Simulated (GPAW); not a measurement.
**A Au chain with two Cu atoms in line: transmission at several levels**

How well does a Au chain with two Cu atoms in line conduct at low bias, and how far do basis and functional move the answer?

Main program and level: GPAW 26.7.0; GPAW LCAO, PAW setups; Landauer transmission from Green's functions with principal layers (ASE), zero bias.

## (1) Starting point

The cell holds 12 atoms: 10 Au and 2 Cu. Its edges and angles: a = 9.000 Å, b = 9.000 Å, c = 30.485 Å, α = 90.0°, β = 90.0°, γ = 90.0°. Regions: left lead, 5 atoms (5 Au); channel, 2 atoms (2 Cu); right lead, 5 atoms (5 Au). Vacuum lies along a and b. The structure is stacked along c, and the current runs across the ab planes.

## (2) GPAW, dzp

The script solves lead and junction separately, takes H and S in the orbital basis, and joins semi-infinite leads through their self-energies; the dzp basis is the working standard.

Contents of run.py:

```python
import json
import numpy as np
from ase import Atoms
from ase.transport.calculators import TransportCalculator
from gpaw import GPAW, FermiDirac
from gpaw.lcao.tools import get_lcao_hamiltonian
from scipy.linalg import eigh

# The junction with lead layers at both ends, along the third cell vector
device = Atoms(
    ['Au', 'Au', 'Au', 'Au', 'Au', 'Cu', 'Cu', 'Au', 'Au', 'Au', 'Au', 'Au'],
    positions=[
        [4.50000, 4.50000, 1.30000],
        [4.50000, 4.50000, 3.90000],
        [4.50000, 4.50000, 6.50000],
        [4.50000, 4.50000, 9.10000],
        [4.50000, 4.50000, 11.70000],
        [4.50000, 4.50000, 14.09240],
        [4.50000, 4.50000, 16.39240],
        [4.50000, 4.50000, 18.78480],
        [4.50000, 4.50000, 21.38480],
        [4.50000, 4.50000, 23.98480],
        [4.50000, 4.50000, 26.58480],
        [4.50000, 4.50000, 29.18480]],
    cell=[[9.0, 0.0, 0.0], [0.0, 9.0, 0.0], [0.0, 0.0, 30.4848]],
    pbc=True)

# One principal layer of the lead: the first 3 atoms of the device
lead = Atoms(
    ['Au', 'Au', 'Au'],
    positions=[
        [4.50000, 4.50000, 1.30000],
        [4.50000, 4.50000, 3.90000],
        [4.50000, 4.50000, 6.50000]],
    cell=[[9.0, 0.0, 0.0], [0.0, 9.0, 0.0], [0.0, 0.0, 7.8]],
    pbc=True)

settings = dict(mode='lcao', basis='dzp', xc='PBE', h=0.2,
                occupations=FermiDirac(0.1), maxiter=250,
                mixer=dict(beta=0.1, nmaxold=8, weight=100.0),
                convergence=dict(density=0.0001))
energies = np.arange(-2, 2 + 1e-9, 0.05)
eta = 0.0001
n1, n2 = 1, 1
# k and -k transmit alike, so half of the mesh across the current serves
mesh = [(i, j) for i in range(n1) for j in range(n2) if (i, j) <= (-i % n1, -j % n2)]
weights = np.array([1 if (i, j) == (-i % n1, -j % n2) else 2 for i, j in mesh]) / (n1 * n2)

# [... helper functions left out ...]
fermi_lead = ground_state(lead, (1, 1, 15), 'lead.txt')
fermi_device = ground_state(device, (1, 1, 3), 'device.txt')
# [... loop over the mesh left out, but for ...]
        # Shift the lead onto the potential of the device's first layer
        shift = ((H[:, 0, 0] - H0[:, 0, 0]) / S0[0, 0]).real.mean()
# [...]
kT = 8.617333e-5 * 77
bias = [0.1, 0.2, 0.5, 1.0, 1.5, 2.0]
# [... integrals and printing left out ...]
```

On the command line:

```console
$ OMP_NUM_THREADS=1 OPENBLAS_NUM_THREADS=1 python run.py
```

What it wrote:

```text
basis functions: device 180, principal layer 45
Fermi level: lead -4.6464 eV, device -4.5046 eV; lead shifted by -0.0012 eV
largest coupling past the next layer 2.46e-07 eV, largest misfit of the first layer 0.023 eV
  E-E_F (eV)   T (one spin)  [channel counts left out]
    -2.000    1.0271e+00
    -1.950    1.0688e+00
    -1.900    1.1147e+00
    -1.850    1.1657e+00
    -1.800    1.2224e+00
    -1.750    1.2858e+00
    -1.700    1.3565e+00
    -1.650    1.4355e+00
    -1.600    1.5235e+00
    -1.550    1.6214e+00
    -1.500    1.7302e+00
    -1.450    1.8505e+00
    -1.400    1.9825e+00
    -1.350    2.1252e+00
    -1.300    2.3148e+00
    -1.250    2.3979e+00
[...]
1.650    9.0897e-01
     1.700    9.0787e-01
     1.750    9.0687e-01
     1.800    9.0595e-01
     1.850    9.0512e-01
     1.900    9.0437e-01
     1.950    9.0369e-01
     2.000    9.0308e-01
conductance at 77 K: 0.9961 G0 a cell; thermopower 0.0654 uV/K
current from the zero-bias T(E) at 0.1 V: 7.7171 uA
current from the zero-bias T(E) at 0.2 V: 15.502 uA
current from the zero-bias T(E) at 0.5 V: 57.579 uA
current from the zero-bias T(E) at 1.0 V: 144.61 uA
current from the zero-bias T(E) at 1.5 V: 229.4 uA
current from the zero-bias T(E) at 2.0 V: 315.5 uA
```

It took 40 s on 1 thread of Arm Neoverse V2, shared host; peak memory 0.99 GiB.

This step gave:

```yaml
conductance: 0.9961 G₀
largest_coupling_past_the_next_principal_layer: 2.46e-7 eV
largest_misfit_of_the_first_principal_layer: 0.02321 eV
shift_that_aligns_the_lead: -0.001150 eV
basis_functions_of_the_junction: 180
basis_functions_of_a_principal_layer: 45
transmission_at_the_fermi_level_one_spin: 0.9962
```

One spin. Table of transmission, zone mean by energy, zero at the Fermi level:

| energy (eV) | transmission, zone mean |
| --- | --- |
| -2.000 | 1.03 |
| -1.800 | 1.22 |
| -1.600 | 1.52 |
| -1.400 | 1.98 |
| -1.200 | 2.25 |
| -1.000 | 3.56 |
| -0.800 | 3.46 |
| -0.600 | 3.41 |
| -0.400 | 3.53 |
| -0.300 | 3.65 |
| -0.200 | 2.98 |
| 0.000 | 0.996 |
| 0.200 | 0.986 |
| 0.400 | 0.972 |
| 0.600 | 0.958 |
| 0.800 | 0.945 |
| 1.000 | 0.933 |
| 1.200 | 0.924 |
| 1.400 | 0.916 |
| 1.600 | 0.910 |
| 1.800 | 0.906 |
| 2.000 | 0.903 |

Not self-consistent under bias; the bias window is split evenly. Table of current through one cell, from the zero-bias transmission by bias:

| bias (V) | current through one cell, from the zero-bias transmission (μA) |
| --- | --- |
| 0.100 | 7.72 |
| 0.200 | 15.5 |
| 0.500 | 57.6 |
| 1.000 | 145 |
| 1.500 | 229 |
| 2.000 | 315 |

The transmission of the three most open eigenchannels by energy, zero at the Fermi level:

| energy (eV) | channel 1 | channel 2 | channel 3 |
| --- | --- | --- | --- |
| -2.00 | 0.864 | 0.0816 | 0.0816 |
| -1.85 | 0.912 | 0.127 | 0.127 |
| -1.70 | 0.950 | 0.203 | 0.203 |
| -1.60 | 0.971 | 0.276 | 0.276 |
| -1.45 | 0.993 | 0.429 | 0.429 |
| -1.30 | 0.995 | 0.639 | 0.639 |
| -1.15 | 0.937 | 0.913 | 0.871 |
| -1.05 | 0.982 | 0.974 | 0.974 |
| -0.90 | 0.980 | 0.980 | 0.949 |
| -0.75 | 0.892 | 0.891 | 0.891 |
| -0.60 | 0.908 | 0.840 | 0.831 |
| -0.50 | 0.956 | 0.831 | 0.831 |
| -0.35 | 0.978 | 0.895 | 0.895 |
| -0.20 | 0.998 | 0.990 | 0.990 |
| -0.05 | 0.998 | 1.2e-9 | 1.2e-9 |
| 0.00 | 0.996 | 2.8e-11 | 2.8e-11 |
| 0.05 | 0.994 | 2.0e-12 | 2.0e-12 |
| 0.20 | 0.986 | 0 | 0 |
| 0.35 | 0.976 | 0 | 0 |
| 0.50 | 0.965 | 0 | 0 |
| 0.60 | 0.958 | 0 | 0 |
| 0.75 | 0.948 | 0 | 0 |
| 0.90 | 0.939 | 0 | 0 |
| 1.05 | 0.931 | 0 | 0 |
| 1.15 | 0.926 | 0 | 0 |
| 1.30 | 0.920 | 0 | 0 |
| 1.45 | 0.914 | 0 | 0 |
| 1.60 | 0.910 | 0 | 0 |
| 1.70 | 0.908 | 0 | 0 |
| 1.85 | 0.905 | 0 | 0 |
| 2.00 | 0.903 | 0 | 0 |

Couplings past the next layer reach 2.5e-7 eV, small enough to drop; the matrix elements of the cell's first layer differ from the bulk lead's by up to 0.023 eV. That layer keeps its own values in the calculation, and only beyond it is the lead taken as perfect. The Fermi levels of lead and junction count from different zeros of potential, one for each periodic cell; with both set to zero, the small remaining shift is what aligns them. Without spin-orbit coupling, which is large for these atoms, channel counts and T are those of the scalar-relativistic bands. By hand: G = 0.9961 × 77.48 μS = 77.2 μS, a resistance of 13.0 kΩ; at 0.1 V a linear junction would pass 7.72 μA, and the integral over the bias window gives 7.72 μA.

## (3) GPAW, szp: basis = "szp(dzp)"

One radial function a shell plus polarisation makes the matrices smaller; the question is what that costs.

Changes to run.py since step 2:

```diff
@@ -37,3 +37,3 @@
 
-settings = dict(mode='lcao', basis='dzp', xc='PBE', h=0.2,
+settings = dict(mode='lcao', basis='szp(dzp)', xc='PBE', h=0.2,
                 occupations=FermiDirac(0.1), maxiter=250,
```

What it wrote:

```text
basis functions: device 108, principal layer 27
Fermi level: lead -4.4852 eV, device -4.3691 eV; lead shifted by -0.0063 eV
largest coupling past the next layer 2.47e-07 eV, largest misfit of the first layer 0.024 eV
  E-E_F (eV)   T (one spin)  [channel counts left out]
    -2.000    1.1118e+00
    -1.950    1.1618e+00
    -1.900    1.2180e+00
    -1.850    1.2813e+00
    -1.800    1.3524e+00
    -1.750    1.4319e+00
    -1.700    1.5199e+00
    -1.650    1.6164e+00
    -1.600    1.7209e+00
    -1.550    1.8331e+00
    -1.500    1.9525e+00
    -1.450    2.0785e+00
    -1.400    2.2100e+00
    -1.350    2.3446e+00
    -1.300    2.4770e+00
    -1.250    2.3076e+00
[...]
1.650    9.0851e-01
     1.700    9.0677e-01
     1.750    9.0508e-01
     1.800    9.0344e-01
     1.850    9.0186e-01
     1.900    9.0032e-01
     1.950    8.9882e-01
     2.000    8.9736e-01
conductance at 77 K: 0.99597 G0 a cell; thermopower 0.14 uV/K
current from the zero-bias T(E) at 0.1 V: 7.7868 uA
current from the zero-bias T(E) at 0.2 V: 18.676 uA
current from the zero-bias T(E) at 0.5 V: 64.876 uA
current from the zero-bias T(E) at 1.0 V: 156.61 uA
current from the zero-bias T(E) at 1.5 V: 247.36 uA
current from the zero-bias T(E) at 2.0 V: 337.98 uA
```

Wall time 31 s (1 thread); peak memory 0.98 GiB.

Numbers from this step:

```yaml
conductance: 0.9960 G₀
largest_coupling_past_the_next_principal_layer: 2.47e-7 eV
largest_misfit_of_the_first_principal_layer: 0.02422 eV
shift_that_aligns_the_lead: -0.006340 eV
basis_functions_of_the_junction: 108
basis_functions_of_a_principal_layer: 27
transmission_at_the_fermi_level_one_spin: 0.9959
```

One spin. The transmission, zone mean by energy, zero at the Fermi level:

energy (eV), transmission, zone mean and a bar from the least value:
```
    -2.00       1.11 ##
    -1.85       1.28 ####
    -1.70       1.52 ######
    -1.60       1.72 ########
    -1.45       2.08 ############
    -1.30       2.48 ################
    -1.15       3.70 ############################
    -1.05       3.71 ############################
    -0.90       3.72 ############################
    -0.75       3.71 ############################
    -0.60       3.73 ############################
    -0.50       3.76 #############################
    -0.35       3.87 ##############################
    -0.30       3.89 ##############################
    -0.20       2.99 #####################
    -0.05       1.00 #
     0.00       1.00 #
     0.05       0.99 #
     0.20       0.99 #
     0.35       0.98 #
     0.50       0.97 #
     0.60       0.96 #
     0.75       0.95 #
     0.90       0.94 
     1.05       0.93 
     1.15       0.93 
     1.30       0.92 
     1.45       0.92 
     1.60       0.91 
     1.70       0.91 
     1.85       0.90 
     2.00       0.90
```

Not self-consistent under bias; the bias window is split evenly. Table of current through one cell, from the zero-bias transmission by bias:

| bias (V) | current through one cell, from the zero-bias transmission (μA) |
| --- | --- |
| 0.100 | 7.79 |
| 0.200 | 18.7 |
| 0.500 | 64.9 |
| 1.000 | 157 |
| 1.500 | 247 |
| 2.000 | 338 |

Table of transmission of the three most open eigenchannels by energy, zero at the Fermi level:

| energy (eV) | channel 1 | channel 2 | channel 3 |
| --- | --- | --- | --- |
| -2.00 | 0.885 | 0.113 | 0.113 |
| -1.90 | 0.914 | 0.152 | 0.152 |
| -1.80 | 0.939 | 0.207 | 0.207 |
| -1.70 | 0.959 | 0.280 | 0.280 |
| -1.55 | 0.983 | 0.425 | 0.425 |
| -1.45 | 0.993 | 0.543 | 0.543 |
| -1.35 | 0.999 | 0.673 | 0.673 |
| -1.25 | 0.806 | 0.806 | 0.696 |
| -1.15 | 0.988 | 0.918 | 0.918 |
| -1.05 | 0.988 | 0.984 | 0.984 |
| -0.90 | 0.989 | 0.989 | 0.968 |
| -0.80 | 0.963 | 0.963 | 0.949 |
| -0.70 | 0.939 | 0.939 | 0.932 |
| -0.60 | 0.947 | 0.928 | 0.928 |
| -0.50 | 0.973 | 0.934 | 0.934 |
| -0.40 | 0.986 | 0.956 | 0.956 |
| -0.25 | 0.996 | 0.995 | 0.995 |
| -0.15 | 0.999 | 0.983 | 0.983 |
| -0.05 | 0.997 | 1.6e-8 | 1.6e-8 |
| 0.00 | 0.996 | 1.6e-10 | 1.6e-10 |
| 0.05 | 0.994 | 8.9e-12 | 8.9e-12 |
| 0.15 | 0.989 | 0 | 0 |
| 0.25 | 0.983 | 0 | 0 |
| 0.40 | 0.974 | 0 | 0 |
| 0.50 | 0.967 | 0 | 0 |
| 0.60 | 0.961 | 0 | 0 |
| 0.70 | 0.954 | 0 | 0 |
| 0.80 | 0.949 | 0 | 0 |
| 0.90 | 0.943 | 0 | 0 |
| 1.05 | 0.934 | 0 | 0 |
| 1.15 | 0.929 | 0 | 0 |
| 1.25 | 0.925 | 0 | 0 |
| 1.35 | 0.920 | 0 | 0 |
| 1.45 | 0.916 | 0 | 0 |
| 1.55 | 0.912 | 0 | 0 |
| 1.70 | 0.907 | 0 | 0 |
| 1.80 | 0.903 | 0 | 0 |
| 1.90 | 0.900 | 0 | 0 |
| 2.00 | 0.897 | 0 | 0 |

The conductance equals that of the dzp run to 0.2 %.

## (4) Minimal basis

One function for each valence shell of the setup, as for a first survey of a large system.

Changes to run.py since step 3:

```diff
@@ -37,3 +37,3 @@
 
-settings = dict(mode='lcao', basis='szp(dzp)', xc='PBE', h=0.2,
+settings = dict(mode='lcao', basis='sz(dzp)', xc='PBE', h=0.2,
                 occupations=FermiDirac(0.1), maxiter=250,
```

What it wrote:

```text
basis functions: device 72, principal layer 18
Fermi level: lead -4.4268 eV, device -4.2828 eV; lead shifted by -0.0087 eV
largest coupling past the next layer 2.47e-07 eV, largest misfit of the first layer 0.012 eV
  E-E_F (eV)   T (one spin)  [channel counts left out]
    -2.000    1.3801e+00
    -1.950    1.4416e+00
    -1.900    1.5092e+00
[...]
1.950    9.9115e-01
     2.000    9.9120e-01
conductance at 77 K: 0.9989 G0 a cell; thermopower 0.08124 uV/K
current from the zero-bias T(E) at 0.1 V: 7.811 uA
current from the zero-bias T(E) at 0.2 V: 18.774 uA
current from the zero-bias T(E) at 0.5 V: 64.861 uA
current from the zero-bias T(E) at 1.0 V: 158.28 uA
current from the zero-bias T(E) at 1.5 V: 254.5 uA
current from the zero-bias T(E) at 2.0 V: 352.23 uA
```

Run time: 29 s. Hardware: 1 thread; peak memory 0.95 GiB.

This step gave:

| Property | Result |
| --- | --- |
| conductance | 0.9989 G₀ |
| largest misfit of the first principal layer | 0.01215 eV |
| shift that aligns the lead | -0.008697 eV |
| basis functions of the junction | 72 |
| basis functions of a principal layer | 18 |
| transmission at the Fermi level (one spin) | 0.9988 |

One spin. The transmission, zone mean by energy, zero at the Fermi level:

| energy (eV) | transmission, zone mean |
| --- | --- |
| -2.000 | 1.38 |
| -1.800 | 1.66 |
| -1.600 | 2.03 |
| -1.400 | 2.43 |
| -1.200 | 3.72 |
| -1.000 | 3.93 |
| -0.800 | 4.12 |
| -0.750 | 4.28 |
| -0.600 | 3.94 |
| -0.400 | 3.93 |
| -0.200 | 2.98 |
| 0.000 | 0.999 |
| 0.200 | 0.998 |
| 0.400 | 0.996 |
| 0.600 | 0.994 |
| 0.800 | 0.993 |
| 1.000 | 0.992 |
| 1.200 | 0.991 |
| 1.400 | 0.991 |
| 1.600 | 0.991 |
| 1.800 | 0.991 |
| 2.000 | 0.991 |

The conductance, 0.999 G₀, lies 0.3 % above that of the dzp run.

## (5) revPBE in the dzp basis: xc = "revPBE"

Back in the dzp basis, the functional changes from PBE to revPBE, to set the spread between functionals beside that between bases.

Changes to run.py since step 4:

```diff
@@ -37,3 +37,3 @@
 
-settings = dict(mode='lcao', basis='sz(dzp)', xc='PBE', h=0.2,
+settings = dict(mode='lcao', basis='dzp', xc='revPBE', h=0.2,
                 occupations=FermiDirac(0.1), maxiter=250,
```

What it wrote:

```text
basis functions: device 180, principal layer 45
Fermi level: lead -4.5344 eV, device -4.3891 eV; lead shifted by -0.0004 eV
largest coupling past the next layer 2.61e-07 eV, largest misfit of the first layer 0.023 eV
  E-E_F (eV)   T (one spin)  [channel counts left out]
    -2.000    1.0101e+00
    -1.950    1.0516e+00
    -1.900    1.0971e+00
[...]
1.950    8.9835e-01
     2.000    8.9773e-01
conductance at 77 K: 0.99624 G0 a cell; thermopower 0.06529 uV/K
current from the zero-bias T(E) at 0.1 V: 7.7181 uA
current from the zero-bias T(E) at 0.2 V: 15.504 uA
current from the zero-bias T(E) at 0.5 V: 55.693 uA
current from the zero-bias T(E) at 1.0 V: 139.38 uA
current from the zero-bias T(E) at 1.5 V: 222.75 uA
current from the zero-bias T(E) at 2.0 V: 307.98 uA
```

The job ended after 38 s (1 thread; peak memory 1 GiB).

This step gave:

```
conductance                                    : 0.9962 G₀
largest coupling past the next principal layer : 2.61e-7 eV
largest misfit of the first principal layer    : 0.02329 eV
shift that aligns the lead                     : -3.89e-4 eV
basis functions of the junction                : 180
basis functions of a principal layer           : 45
transmission at the Fermi level (one spin)     : 0.9963
```

One spin. The transmission, zone mean by energy, zero at the Fermi level:

energy (eV), transmission, zone mean and a bar from the least value:
```
    -2.00       1.01 #
    -1.90       1.10 ##
    -1.80       1.20 ###
    -1.70       1.33 #####
    -1.55       1.59 ########
    -1.45       1.82 ##########
    -1.35       2.10 #############
    -1.25       2.38 #################
    -1.15       2.72 ####################
    -1.05       3.55 ##############################
    -0.90       3.49 #############################
    -0.80       3.41 ############################
    -0.70       3.35 ############################
    -0.60       3.34 ###########################
    -0.50       3.37 ############################
    -0.40       3.45 #############################
    -0.30       3.57 ##############################
    -0.25       2.34 ################
    -0.15       2.98 #######################
    -0.05       1.00 #
     0.00       1.00 #
     0.05       0.99 #
     0.15       0.99 #
     0.25       0.98 #
     0.40       0.97 #
     0.50       0.96 #
     0.60       0.96 #
     0.70       0.95 #
     0.80       0.94 #
     0.90       0.94 
     1.05       0.93 
     1.15       0.92 
     1.25       0.92 
     1.35       0.91 
     1.45       0.91 
     1.55       0.91 
     1.70       0.90 
     1.80       0.90 
     1.90       0.90 
     2.00       0.90
```

The conductance equals that of the dzp run to 0.2 %.

## (6) The ladder

Times are for 1 thread of Arm Neoverse V2, shared host. The runs compared:

| no. | run | conductance (G₀) | time | memory (GiB) |
| --- | --- | --- | --- | --- |
| 1 | dzp | 0.9961 | 40 s | 0.99 |
| 2 | szp | 0.9960 | 31 s | 0.98 |
| 3 | sz | 0.9989 | 29 s | 0.95 |
| 4 | dzp revPBE | 0.9962 | 38 s | 1 |

## (7) The levels side by side

The curves are compared point by point over the common energies.

This step: comparison of transmission and cost over codes and levels (GPAW 26.7.0).

Ladder, by row:

| step | code | T at the Fermi level (sum over the listed spins) | conductance (G0) | r.m.s. T(E) from the first | wall time (s) | peak memory (GiB) | threads |
| --- | --- | --- | --- | --- | --- | --- | --- |
| dzp | GPAW | 0.9962 | 0.9961 | 0 | 39.71 | 0.99 | 1 |
| szp | GPAW | 0.9959 | 0.996 | 0.299 | 31.36 | 0.98 | 1 |
| sz | GPAW | 0.9988 | 0.9989 | 0.4061 | 29.31 | 0.95 | 1 |
| dzp-revPBE | GPAW | 0.9963 | 0.9962 | 0.1633 | 38.04 | 1 | 1 |

The transmission, zone mean, sum over the listed spins by energy, zero at the Fermi level:

| energy (eV) | dzp | szp | sz | dzp-revPBE |
| --- | --- | --- | --- | --- |
| -2.00 | 1.03 | 1.11 | 1.38 | 1.01 |
| -1.85 | 1.17 | 1.28 | 1.58 | 1.15 |
| -1.70 | 1.36 | 1.52 | 1.84 | 1.33 |
| -1.50 | 1.73 | 1.95 | 2.23 | 1.70 |
| -1.35 | 2.13 | 2.34 | 2.52 | 2.10 |
| -1.20 | 2.25 | 3.60 | 3.72 | 1.58 |
| -1.05 | 3.56 | 3.71 | 3.89 | 3.55 |
| -0.90 | 3.52 | 3.72 | 4.00 | 3.49 |
| -0.70 | 3.42 | 3.71 | 3.94 | 3.35 |
| -0.55 | 3.42 | 3.74 | 3.94 | 3.35 |
| -0.40 | 3.53 | 3.83 | 3.93 | 3.45 |
| -0.30 | 3.65 | 3.89 | 3.92 | 3.57 |
| -0.25 | 3.27 | 3.14 | 2.99 | 2.34 |
| -0.10 | 0.998 | 2.94 | 2.97 | 0.998 |
| 0.00 | 0.996 | 0.996 | 0.999 | 0.996 |
| 0.10 | 0.992 | 0.992 | 0.998 | 0.992 |
| 0.25 | 0.983 | 0.983 | 0.997 | 0.982 |
| 0.40 | 0.972 | 0.974 | 0.996 | 0.971 |
| 0.55 | 0.962 | 0.964 | 0.995 | 0.960 |
| 0.70 | 0.951 | 0.954 | 0.994 | 0.949 |
| 0.90 | 0.939 | 0.943 | 0.993 | 0.936 |
| 1.05 | 0.931 | 0.934 | 0.992 | 0.927 |
| 1.20 | 0.924 | 0.927 | 0.991 | 0.920 |
| 1.35 | 0.918 | 0.920 | 0.991 | 0.913 |
| 1.50 | 0.913 | 0.914 | 0.991 | 0.908 |
| 1.70 | 0.908 | 0.907 | 0.991 | 0.903 |
| 1.85 | 0.905 | 0.902 | 0.991 | 0.900 |
| 2.00 | 0.903 | 0.897 | 0.991 | 0.898 |

[end of part 1 of 2]

[Logs are printed without paths, hosts, clocks, repeated set-up lines and the standing remarks that a program may print on its own settings, such as how far it seeks lower states.]

[Hosts, paths, dates, database ids (printed as entryN), source tags and the programs' standing remarks are cut or masked in the printed files.]
